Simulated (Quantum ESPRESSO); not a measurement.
The O K edge of atom 5 in ThTeO (P4/nmm), with 4 Th at 2.43 Å (tetrahedral, site symmetry -4m2), was computed in 2 ways: excited-electron core hole (neutral cell) and no core hole. Program and functional: Quantum ESPRESSO XSpectra, LDA, without spin-orbit coupling, Lorentzian half width 0.3 eV up to 4 eV, rising linearly to 2.5 eV at 25 eV; cells of 6 and 12 atoms (the run without a hole in the smaller).

Each run is counted from its own lowest empty level or Fermi level and scaled to a mean of 1 over its first 20 eV.

```tsv
E (eV)	run 1	run 2
-2.0	0.07	0.04
-1.4	0.11	0.05
-0.8	0.20	0.06
-0.2	0.61	0.09
0.4	1.60	0.16
1.0	1.79	0.41
1.6	2.00	0.99
2.2	1.21	1.34
2.8	1.55	1.90
3.4	1.90	1.08
4.0	2.26	1.31
4.6	2.08	1.53
5.2	1.34	1.93
5.8	0.98	2.27
6.4	0.79	2.08
7.0	0.68	1.61
7.6	0.71	1.19
8.2	0.78	0.94
8.8	0.86	0.88
9.4	0.88	0.87
10.0	0.88	0.91
10.6	0.85	0.94
11.2	0.79	0.95
11.8	0.76	0.93
12.4	0.76	0.87
13.0	0.75	0.83
13.6	0.72	0.81
14.2	0.69	0.79
14.8	0.66	0.76
15.4	0.63	0.72
16.0	0.62	0.69
16.6	0.61	0.65
17.2	0.61	0.63
17.8	0.61	0.61
18.4	0.61	0.60
19.0	0.61	0.59
19.6	0.61	0.58
20.2	0.61	0.57
20.8	0.63	0.56
21.4	0.64	0.55
22.0	0.65	0.56
22.6	0.67	0.56
23.2	0.68	0.56
23.8	0.71	0.57
24.4	0.73	0.58
25.0	0.76	0.59
25.6	0.78	0.60
26.2	0.80	0.62
26.8	0.82	0.64
27.4	0.83	0.66
28.0	0.83	0.68
28.6	0.82	0.70
29.2	0.81	0.71
29.8	0.80	0.72
30.4	0.79	0.72
31.0	0.78	0.72
31.6	0.76	0.72
```

**Question.** Which run is which?

Run 1: excited-electron core hole (neutral cell) (area from −2 to 6 eV 10.5, main maxima 1.5 eV (2.10), 4.2 eV (2.31) and 9.9 eV (0.88)). Run 2: no core hole (area from −2 to 6 eV 7.6, main maxima 2.7 eV (1.93), 5.9 eV (2.28) and 11.4 eV (0.95)). With each curve scaled to its own mean, the area from −2 to 6 eV with the hole is 10.5 against 7.6, and the centre of weight from −1 to 20 eV moves by -1.1 eV: the hole pulls the absorber's empty states down.

[Banner, clock and machine lines of the logs are left out without a mark of their own.]

[Logs are printed without paths, hosts, clocks, repeated set-up lines and the standing remarks that a program may print on its own settings, such as how far it seeks lower states.]

[Hosts, paths, dates, database ids (printed as entryN), source tags and the programs' standing remarks are cut or masked in the printed files.]

[Lists of maxima count a maximum above −3 eV only where it reaches 4 % of the highest in the window and stands out from its surroundings by 2 % of it (1.5 % where it reaches 55 %); shoulders and weaker maxima are passed over, and of the rest the first, up to two pre-edge ones and the few strongest are named.]
